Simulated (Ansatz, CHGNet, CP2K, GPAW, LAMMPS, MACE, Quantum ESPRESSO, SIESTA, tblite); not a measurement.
## CP2K on glassy 85GeO2-15Li2O (mol %) (78 atoms): settings against a plane-wave reference

Wanted: CP2K inputs and outputs for glassy 85GeO2-15Li2O (mol %) (78 atoms), checked against a plane-wave reference.

Method: the method is named at each step, in CP2K 2026.2.

## 1. Starting point

The cell holds 78 atoms: 22 Ge, 8 Li and 48 O. Its edges and angles: a = 10.316 Å, b = 10.316 Å, c = 10.316 Å, α = 90.0°, β = 90.0°, γ = 90.0°. 78 atoms (22 Ge, 8 Li, 48 O) placed at random at 3.6 g/cm³, melted at 4000 K for 10 ps at fixed volume with the Morse and Coulomb pair potential with partial charges (Pedone, Malavasi, Menziani, Cormack and Segre, J. Phys. Chem. B 110, 11780 (2006)). Quenched from 4000 K to 300 K at 10 K/ps and fixed volume, held 10 ps at zero pressure.

The yardstick, on the same geometry:

* method: Kohn-Sham DFT, PBE, SSSP efficiency 1.3.0 pseudopotentials, plane waves (Quantum ESPRESSO 7.5); sssp-pbe-1.3.0-efficiency, cutoffs 60/480 Ry, Γ point
* r.m.s. force component: 1.172 eV/Å
* longest force: 4.79 eV/Å
* pressure: 6.418 GPa
* gap (highest filled to lowest empty level): 1.029 eV
* time: 2.1 min on 4 MPI ranks of Arm Neoverse V2, shared host
* CPU time: 8.5 min

## 2. PBE, DZVP-MOLOPT-SR, 600/50 Ry, diagonalisation

Method: Kohn-Sham DFT, PBE, GTH-PBE pseudopotentials, Gaussian and plane waves, DZVP-MOLOPT-SR-GTH, diagonalisation.

Input file input.inp:

```
&GLOBAL
  PROJECT cell
  RUN_TYPE ENERGY_FORCE
  PRINT_LEVEL LOW
&END GLOBAL
&FORCE_EVAL
  METHOD QS
  STRESS_TENSOR ANALYTICAL
  &DFT
    BASIS_SET_FILE_NAME BASIS_MOLOPT
    POTENTIAL_FILE_NAME GTH_POTENTIALS
    &MGRID
      CUTOFF 600
      REL_CUTOFF 50
      NGRIDS 5
    &END MGRID
    &QS
      EPS_DEFAULT 1.0E-12
    &END QS
    &SCF
      SCF_GUESS ATOMIC
      EPS_SCF 1.0E-06
      MAX_SCF 200
      ADDED_MOS 14
      &DIAGONALIZATION
        ALGORITHM STANDARD
      &END DIAGONALIZATION
      &SMEAR ON
        METHOD FERMI_DIRAC
        ELECTRONIC_TEMPERATURE [K] 580
      &END SMEAR
      &MIXING
        METHOD BROYDEN_MIXING
        ALPHA 0.3
        NBROYDEN 8
      &END MIXING
      &PRINT
        &RESTART OFF
        &END RESTART
      &END PRINT
    &END SCF
    &XC
      &XC_FUNCTIONAL PBE
      &END XC_FUNCTIONAL
    &END XC
    &PRINT
      &MULLIKEN ON
      &END MULLIKEN
      &LOWDIN ON
      &END LOWDIN
      &HIRSHFELD ON
      &END HIRSHFELD
      &MO ON
        EIGENVALUES T
        OCCUPATION_NUMBERS T
        MO_INDEX_RANGE 189 212
        &EACH
          QS_SCF 0
        &END EACH
        ADD_LAST NUMERIC
      &END MO
    &END PRINT
  &END DFT
  &SUBSYS
    &CELL
      A 10.31597 0.00000 0.00000
      B 0.00000 10.31597 0.00000
      C 0.00000 0.00000 10.31597
    &END CELL
    &TOPOLOGY
      COORD_FILE_NAME structure.xyz
      COORD_FILE_FORMAT XYZ
    &END TOPOLOGY
    &KIND Ge
      BASIS_SET DZVP-MOLOPT-SR-GTH-q4
      POTENTIAL GTH-PBE-q4
    &END KIND
    &KIND Li
      BASIS_SET DZVP-MOLOPT-SR-GTH-q3
      POTENTIAL GTH-PBE-q3
    &END KIND
    &KIND O
      BASIS_SET DZVP-MOLOPT-SR-GTH-q6
      POTENTIAL GTH-PBE-q6
    &END KIND
  &END SUBSYS
  &PRINT
    &FORCES ON
    &END FORCES
    &STRESS_TENSOR ON
    &END STRESS_TENSOR
  &END PRINT
&END FORCE_EVAL
```

Input file structure.xyz:

```xyz
78

Ge 6.11985 7.14701 4.75515
Ge 9.15934 5.67275 4.16105
Ge 5.67007 7.94588 8.03067
Ge 2.05473 6.58066 4.61320
Ge 2.02637 1.77517 3.56664
Ge 0.33578 6.32678 9.59674
Ge 5.91611 10.29513 5.08505
Ge 2.46830 5.14808 1.57731
Ge 4.92619 3.07168 4.40347
Ge 2.65719 9.71909 5.82574
Ge 9.10776 0.00279 5.64737
Ge 9.95295 3.14524 6.45708
Ge 5.99337 0.93040 9.21474
Ge 2.45448 9.57962 1.53708
Ge 5.55257 5.28467 2.08290
Ge 9.22433 1.94435 9.37381
Ge 9.39940 2.84009 2.31263
Ge 9.57343 8.73907 2.65079
Ge 7.41615 5.58806 9.59530
Ge 0.94113 9.59251 8.75774
Ge 5.33418 3.81959 7.62649
Ge 2.25383 4.72482 7.16506
Li 3.57386 9.29820 8.91939
Li 8.51274 8.46601 9.85206
Li 3.56190 2.02688 0.97775
Li 6.07394 1.98675 2.12602
Li 3.69745 7.09223 0.19074
Li 9.65472 7.47836 6.11036
Li 5.53049 8.91320 2.14748
Li 7.38170 0.46597 1.19480
O 4.12257 5.48799 1.16962
O 5.47613 6.21279 3.54921
O 9.14614 4.42411 2.91839
O 1.30095 3.45523 6.65019
O 6.01927 8.87122 4.06810
O 5.64500 1.44712 4.26669
O 2.50946 8.15931 4.97106
O 3.83630 8.53028 1.60052
O 2.69783 0.79123 2.29355
O 9.56352 2.80708 0.55170
O 2.16604 9.69185 7.43843
O 1.11928 5.58238 8.20182
O 5.72165 7.54324 6.36660
O 6.57365 4.59453 8.47519
O 6.72220 5.46726 0.84147
O 5.48510 3.72489 2.94026
O 5.46798 2.17007 8.09659
O 2.36917 3.48061 1.45259
O 4.39285 10.11017 5.90094
O 8.51841 9.15429 1.29383
O 5.66285 9.64378 8.56989
O 9.66844 1.59021 5.86143
O 4.26390 7.40357 8.74825
O 2.39496 5.77375 3.19135
O 0.98920 8.94663 2.24506
O 10.21652 0.53674 9.13881
[... 18 atom lines left out ...]
O 3.69662 4.19932 7.90317
O 2.73889 5.74331 5.92044
O 0.24201 8.03284 9.23568
O 7.70737 1.23606 9.47811
```

Run with:

```bash
> OMP_NUM_THREADS=2 cp2k.psmp -i input.inp > output.txt
```

The program printed:

```text
CP2K| version string:                                       CP2K version 2026.2
 CP2K| Input file name                                                 input.inp
 GLOBAL| Basis set file name                                        BASIS_MOLOPT
 GLOBAL| Potential file name                                      GTH_POTENTIALS
 GLOBAL| Run type                                                   ENERGY_FORCE
 GLOBAL| Total number of message passing processes                             1
 GLOBAL| Number of threads for this process                                    2
 TOTAL NUMBERS AND MAXIMUM NUMBERS
  Total number of            - Atomic kinds:                                   3
                             - Atoms:                                         78
                             - Shell sets:                                    78
                             - Shells:                                       382
                             - Primitive Cartesian functions:                368
                             - Cartesian basis functions:                   1028
                             - Spherical basis functions:                    958
  Maximum angular momentum of- Orbital basis functions:                        2
                             - Local part of the GTH pseudopotential:          6
                             - Non-local part of the GTH pseudopotential:      4
 SCF PARAMETERS         Density guess:                                    ATOMIC
                        max_scf:                                             200
                        eps_scf:                                        1.00E-06
                        added MOs                                        14    0
                        Mixing method:                            BROYDEN_MIXING
                                                charge density mixing in g-space
                        Smear method:                                FERMI_DIRAC
                        Electronic temperature [K]:                        580.0
                        Electronic temperature [a.u.]:                  1.84E-03
                        Accuracy threshold:                             1.00E-10
 Extrapolation method: initial_guess
 Number of electrons:                                                        400
 Number of occupied orbitals:                                                200
 Number of molecular orbitals:                                               214
 Number of orbital functions:                                                958
 Number of independent orbital functions:                                    958
 SCF WAVEFUNCTION OPTIMIZATION
  Step     Update method      Time    Convergence         Total energy    Change
     1 NoMix/Diag. 0.30E+00    4.0     1.57739984      -917.7800269653 -9.18E+02
     2 Broy./Diag. 0.30E+00    5.2     0.31337405      -842.2963587242  7.55E+01
     3 Broy./Diag. 0.30E+00    5.2     0.10081467      -907.2352772394 -6.49E+01
     4 Broy./Diag. 0.30E+00    5.5     0.02465668      -918.1703435103 -1.09E+01
[...]
15 Broy./Diag. 0.30E+00    5.8     0.00000360      -916.4577868400 -1.09E-05
    16 Broy./Diag. 0.30E+00    5.8     0.00000095      -916.4578217384 -3.49E-05
  *** SCF run converged in    16 steps ***
  Electronic density on regular grids:       -400.0000000000        0.0000000000
  Core density on regular grids:              399.9999999996       -0.0000000004
  Total charge density on r-space grids:       -0.0000000004
  Total charge density g-space grids:          -0.0000000004
  Overlap energy of the core charge distribution:               3.03634e-05
  Self energy of the core charge distribution:              -2227.919015
  Core Hamiltonian energy:                                    622.218697
  Hartree energy:                                             901.454436
  Exchange-correlation energy:                               -212.211950
  Electronic entropic energy:                                  -2.11791e-05
  Fermi energy:                                                 0.099252
  Total energy:                                              -916.457822
  Total energy (extrapolated to T->0):                       -916.457811
 MO| EIGENVALUES AND OCCUPATION NUMBERS
 MO|
 MO|  Index      Eigenvalue [a.u.]        Eigenvalue [eV]             Occupation
 MO|    189               0.043458               1.182564               2.000000
 MO|    190               0.044475               1.210228               2.000000
 MO|    191               0.048144               1.310070               2.000000
[...]
MO|    211               0.240893               6.555021               0.000000
 MO|    212               0.247175               6.725973               0.000000
 MO| Sum:                                                             400.000000
 MO| E(Fermi):            0.099252 a.u.          2.700773 eV
 !-----------------------------------------------------------------------------!
                     Mulliken Population Analysis
 #  Atom  Element  Kind  Atomic population                           Net charge
       1     Ge       1          2.575040                              1.424960
       2     Ge       1          2.600432                              1.399568
       3     Ge       1          2.625702                              1.374298
[...]
# Total charge                            400.000000                 -0.000000
 !-----------------------------------------------------------------------------!
 !-----------------------------------------------------------------------------!
                           Hirshfeld Charges
  #Atom  Element  Kind  Ref Charge     Population                    Net charge
      1       Ge     1       4.000          3.299                         0.701
      2       Ge     1       4.000          3.297                         0.703
      3       Ge     1       4.000          3.309                         0.691
[...]
77       O      3       6.000          6.246                        -0.246
     78       O      3       6.000          6.257                        -0.257
  Total Charge                                                           -0.000
 !-----------------------------------------------------------------------------!
 LOWDIN POPULATION ANALYSIS
 #  Atom  Element  Kind  Atomic population                           Net charge
[...]
77     O        3          6.628551                             -0.628551
      78     O        3          6.608854                             -0.608854
 # Total charge                            400.000000                 -0.000000
 ENERGY| Total FORCE_EVAL ( QS ) energy [hartree]           -916.457859
 FORCES| Atomic forces [hartree/bohr]
 FORCES|   Atom     x               y               z               |f|
 FORCES|      1  6.55248936E-02  5.00679268E-02  1.85463801E-02   8.45238262E-02
 FORCES|      2  1.53919040E-02 -3.79478418E-03 -1.79966012E-03   1.59546191E-02
 FORCES|      3 -4.32600777E-03 -1.18145184E-02  1.29069162E-02   1.80245853E-02
[...]
FORCES|     77 -2.13443930E-02  3.33832378E-03 -1.06725134E-03   2.16302230E-02
 FORCES|     78 -4.17726948E-02 -3.56091163E-02  1.35743338E-02   5.65440512E-02
 FORCES| Sum     1.44525475E-03  6.02085113E-03  2.15506668E-03
 FORCES| Total atomic force                                       6.55619723E-03
 STRESS| Analytical stress tensor [bar]
 STRESS|                        x                   y                   z
 STRESS|      x        8.05718675417E+04   8.61525447820E+03  -6.56990782296E+03
 STRESS|      y        8.61525447820E+03   6.80232129013E+04  -5.18173778720E+03
 STRESS|      z       -6.56990782296E+03  -5.18173778720E+03   6.71780057694E+04
 STRESS| 1/3 Trace                                             7.19243620708E+04
```

The job ended after 1.7 min (2 threads of Arm Neoverse V2, shared host; peak memory 3 GiB; 3.1 min of CPU time).

Banners and routine set-up lines are dropped from the logs; longer cuts are marked.

Numbers from this run, and their distance from the reference:

| Quantity | Value |
| --- | --- |
| r.m.s. force component | 1.18 eV/Å |
| r.m.s. difference of force components | 96.89 meV/Å |
| longest difference of force vectors | 397.3 meV/Å |
| force difference over r.m.s. force | 8.267 % |
| slope of forces against the reference's | 1.004 |
| correlation of force components | 0.9966 |
| gap (highest filled to lowest empty level) | 0.8089 eV |
| gap difference | -0.2204 eV |
| pressure | 7.192 GPa |
| pressure difference | 0.7741 GPa |

Length of the force difference by element (eV/Å):

```csv
element,atoms,mean,most
Ge,22,0.18,0.40
Li,8,0.072,0.14
O,48,0.15,0.33
```

Levels nearest the highest filled one (eV from it): -1.11, -1.08, -0.98, -0.86, -0.76, -0.73, -0.69, -0.56, -0.41, -0.27, -0.15, 0.00, 0.81, 2.29, 2.58, 2.97, 3.09, 3.61, 3.78, 3.91, 4.09, 4.16, 4.26, 4.43.

The surroundings of O50, whose charge lies farthest from its element's mean, nearest first, numbered as they follow in the input and with coordinates relative to it.

```csv
atom,x,y,z,distance (Å),bonds,Mulliken charge (e),Fx,Fy,Fz (eV/Å)
O50,0.00,0.00,0.00,0.00,3,-0.89,-0.70,0.30,-0.27
Ge18,1.06,-0.42,1.36,1.77,4,1.40,-0.22,-0.98,-1.89
Li24,-0.01,-0.69,-1.76,1.89,3,0.61,0.12,0.24,0.15
Li30,-1.14,1.63,-0.10,1.99,4,0.51,1.88,-0.05,0.18
O73,0.66,-2.09,1.70,2.78,2,-0.73,-0.42,-0.02,-1.53
O65,0.76,0.44,2.79,2.92,2,-0.71,-0.27,1.15,0.99
O55,2.79,-0.21,0.95,2.95,2,-0.76,-0.33,-0.48,0.36
Li29,-2.99,-0.24,0.85,3.12,2,0.61,-0.27,-0.19,0.31
O70,-0.42,3.01,1.13,3.24,3,-0.81,-3.94,-2.26,0.24
O78,-0.81,2.40,-2.13,3.31,3,-0.75,-2.15,-1.83,0.70
O77,2.04,-1.12,-2.37,3.32,3,-0.77,-1.10,0.17,-0.05
```

Forces lie 8.3 % from the reference's, at 0.36 times its CPU time (on 2 against 4 cores).

## 3. PBE, SZV-MOLOPT-SR, 600/50 Ry, diagonalisation

Method: Kohn-Sham DFT, PBE, GTH-PBE pseudopotentials, Gaussian and plane waves, SZV-MOLOPT-SR-GTH, diagonalisation.

input.inp, as its differences from that of step 2:

```diff
@@ -50,4 +50,2 @@
       &END LOWDIN
-      &HIRSHFELD ON
-      &END HIRSHFELD
       &MO ON
@@ -69,8 +67,32 @@
     &END CELL
-    &TOPOLOGY
-      COORD_FILE_NAME structure.xyz
-      COORD_FILE_FORMAT XYZ
-    &END TOPOLOGY
+    &COORD
+      SCALED
+      Ge 0.59324 0.69281 0.46095
+      Ge 0.88788 0.54990 0.40336
+      Ge 0.54964 0.77025 0.77847
+      Ge 0.19918 0.63791 0.44719
+      Ge 0.19643 0.17208 0.34574
+      Ge 0.03255 0.61330 0.93028
+      Ge 0.57349 0.99798 0.49293
+      Ge 0.23927 0.49904 0.15290
+      Ge 0.47753 0.29776 0.42686
+      Ge 0.25758 0.94214 0.56473
+      Ge 0.88288 0.00027 0.54744
+      Ge 0.96481 0.30489 0.62593
+      Ge 0.58098 0.09019 0.89325
+      Ge 0.23793 0.92862 0.14900
+      Ge 0.53825 0.51228 0.20191
+      Ge 0.89418 0.18848 0.90867
+      Ge 0.91115 0.27531 0.22418
+      Ge 0.92802 0.84714 0.25696
+      Ge 0.71890 0.54169 0.93014
+      Ge 0.09123 0.92987 0.84895
+[... 54 atom lines left out ...]
+      O 0.35834 0.40707 0.76611
+      O 0.26550 0.55674 0.57391
+      O 0.02346 0.77868 0.89528
+      O 0.74713 0.11982 0.91878
+    &END COORD
     &KIND Ge
-      BASIS_SET DZVP-MOLOPT-SR-GTH-q4
+      BASIS_SET SZV-MOLOPT-SR-GTH-q4
       POTENTIAL GTH-PBE-q4
@@ -78,3 +100,3 @@
     &KIND Li
-      BASIS_SET DZVP-MOLOPT-SR-GTH-q3
+      BASIS_SET SZV-MOLOPT-SR-GTH-q3
       POTENTIAL GTH-PBE-q3
@@ -82,3 +104,3 @@
     &KIND O
-      BASIS_SET DZVP-MOLOPT-SR-GTH-q6
+      BASIS_SET SZV-MOLOPT-SR-GTH-q6
       POTENTIAL GTH-PBE-q6
```

Run with:

```bash
> OMP_NUM_THREADS=1 cp2k.psmp -i input.inp > output.txt
```

The program printed:

```text
CP2K| version string:                                       CP2K version 2026.2
 CP2K| Input file name                                                 input.inp
 GLOBAL| Basis set file name                                        BASIS_MOLOPT
 GLOBAL| Potential file name                                      GTH_POTENTIALS
 GLOBAL| Run type                                                   ENERGY_FORCE
 GLOBAL| Total number of message passing processes                             1
 GLOBAL| Number of threads for this process                                    1
[... lines left out ...]
                        Smear method:                                FERMI_DIRAC
[... lines left out ...]
 Number of electrons:                                                        400
[... lines left out ...]
  Step     Update method      Time    Convergence         Total energy    Change
[... lines left out ...]
  *** SCF run converged in    22 steps ***
[... lines left out ...]
  Fermi energy:                                                 0.157762
  Total energy:                                              -913.131187
  Total energy (extrapolated to T->0):                       -913.130331
[... lines left out ...]
 MO| E(Fermi):            0.157762 a.u.          4.292909 eV
[... lines left out ...]
      77     O        3          6.644370                             -0.644370
      78     O        3          6.658455                             -0.658455
 # Total charge                            400.000000                  0.000000
 ENERGY| Total FORCE_EVAL ( QS ) energy [hartree]           -913.131187
 FORCES| Atomic forces [hartree/bohr]
 FORCES|   Atom     x               y               z               |f|
 FORCES|      1  6.03343310E-02  5.35352159E-02  2.81647750E-02   8.54371429E-02
 FORCES|      2  1.36577949E-02 -1.36719615E-02  4.44709642E-04   1.93301749E-02
 FORCES|      3 -6.13865326E-03 -8.46440534E-03  2.90526113E-05   1.04561018E-02
[...]
FORCES|     77 -3.00171697E-02  4.49778598E-03  1.23349949E-03   3.03773283E-02
 FORCES|     78 -4.45507560E-02 -3.96538220E-02  2.02086654E-02   6.29728959E-02
 FORCES| Sum     4.11690547E-03  7.57899197E-03  3.21283043E-03
 FORCES| Total atomic force                                       9.20392901E-03
 STRESS| Analytical stress tensor [bar]
 STRESS|                        x                   y                   z
 STRESS|      x        1.80009846666E+05   8.43360432928E+03  -1.78101018638E+03
 STRESS|      y        8.43360432928E+03   1.62715683357E+05  -1.38786962769E+03
 STRESS|      z       -1.78101018638E+03  -1.38786962769E+03   1.63620255847E+05
 STRESS| 1/3 Trace                                             1.68781928624E+05
```

Run time: 2.4 min. Hardware: 1 thread; peak memory 2.7 GiB.

Numbers from this run, and their distance from the reference:

```
r.m.s. force component                  : 1.436 eV/Å
r.m.s. difference of force components   : 379.3 meV/Å
longest difference of force vectors     : 1461 meV/Å
force difference over r.m.s. force      : 32.36 %
slope of forces against the reference's : 1.198
correlation of force components         : 0.978
pressure                                : 16.88 GPa
pressure difference                     : 10.46 GPa
```

This is a coarse setting, run to see what it loses.

Against the first run (8.3 %), the force difference from the reference is 32 %, at 0.76 times the CPU time (on 1 against 2 cores), with 296 basis functions against 958: the smaller basis costs accuracy.

[end of part 1 of 3]

[Long decimals in the printed logs are rounded to 6 places.]

[Also dropped from logs without a mark: lines with file paths, logging warnings of Python, QE's lines on negative density and diagonalisation, SIESTA's first energy breakdown, zero terms and Voronoi charges.]

[Logs are printed without paths, hosts, clocks, repeated set-up lines and the standing remarks that a program may print on its own settings, such as how far it seeks lower states.]

[Hosts, paths, dates, database ids (printed as entryN), source tags and the programs' standing remarks are cut or masked in the printed files.]

[Most failed runs of this program on this cell are left out, timed-out ones always.]
